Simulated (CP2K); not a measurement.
Consider nitrate monohydrate at its PBE geometry (Å).

```xyz
7

O    -0.3348   -1.1915    0.0798
N     0.8211   -0.7673    0.4476
O     1.1133    0.4755    0.3493
O     1.6738   -1.5742    0.9112
O    -1.3856    1.3053   -0.7596
H    -1.4257    0.3366   -0.5931
H    -0.4621    1.4156   -0.4353
```

Method: CP2K XAS_TDP, all-electron GAPW, PBEh(45%), aug-cc-pVDZ, TDA, GW2X-corrected core level, no relativity.

Question: Where do the O K-edge lines lie, and how strong are they?

Leading lines: O1 532.35 eV, O3 532.35 eV, O4 532.20 eV and O5 537.60 eV. The leading line of an atom is its first one with 35 % of the strongest within 2.5 eV of its lowest line over the strength cut. Core ionisation energies at this level: O3 533.06, O4 533.16, O1 533.04 and O5 533.74 eV.

The first six lines of each atom with a strength over 0.0015:

```
                               atom  energy (eV)  states  strength, one atom  above the computed threshold
   O1 (bonded to N, takes 1 H bond)       532.35       1              0.0256                              
                                          535.99       1              0.0035                           yes
                                          536.29       1              0.0190                           yes
                                          537.14       1              0.0289                           yes
                                          537.62       1              0.0062                           yes
                                          538.27       1              0.0092                           yes
   O3 (bonded to N, takes 1 H bond)       532.35       1              0.0258                              
                                          536.01       1              0.0025                           yes
                                          536.36       1              0.0169                           yes
                                          537.22       1              0.0304                           yes
                                          537.64       1              0.0059                           yes
                                          538.30       1              0.0103                           yes
                   O4 (bonded to N)       532.20       1              0.0287                              
                                          535.58       1              0.0020                           yes
                                          537.50       1              0.0434                           yes
                                          537.67       1              0.0055                           yes
                                          537.84       1              0.0062                           yes
                                          538.12       1              0.0064                           yes
O5 (bonded to 2 H, gives 2 H bonds)       536.13       1              0.0082                           yes
                                          536.33       1              0.0016                           yes
                                          537.60       1              0.0104                           yes
                                          537.95       1              0.0132                           yes
                                          538.35       1              0.0068                           yes
                                          538.50       1              0.0270                           yes
```

Lines are vertical, at one geometry, with no vibrational structure. GW2X ionisation energies and lines can be off by 1 to 2 eV either way, and a good line position may hide errors that cancel. These values hold no scalar relativity, about 0.4 eV for O 1s. Rydberg lines, and the discretised continuum above threshold, depend on the basis and the box. This is one low-energy arrangement of the cluster, relaxed without a dispersion correction; others exist. The ion (charge -1) is isolated, with no counter-ion or solvent. In an isolated anion many lines lie above the ionisation threshold and are held only by the finite basis.

[Banner, clock and machine lines of the logs are left out without a mark of their own.]

[Logs are printed without paths, hosts, clocks, repeated set-up lines and the standing remarks that a program may print on its own settings, such as how far it seeks lower states.]

[Hosts, paths, dates, database ids (printed as entryN), source tags and the programs' standing remarks are cut or masked in the printed files.]
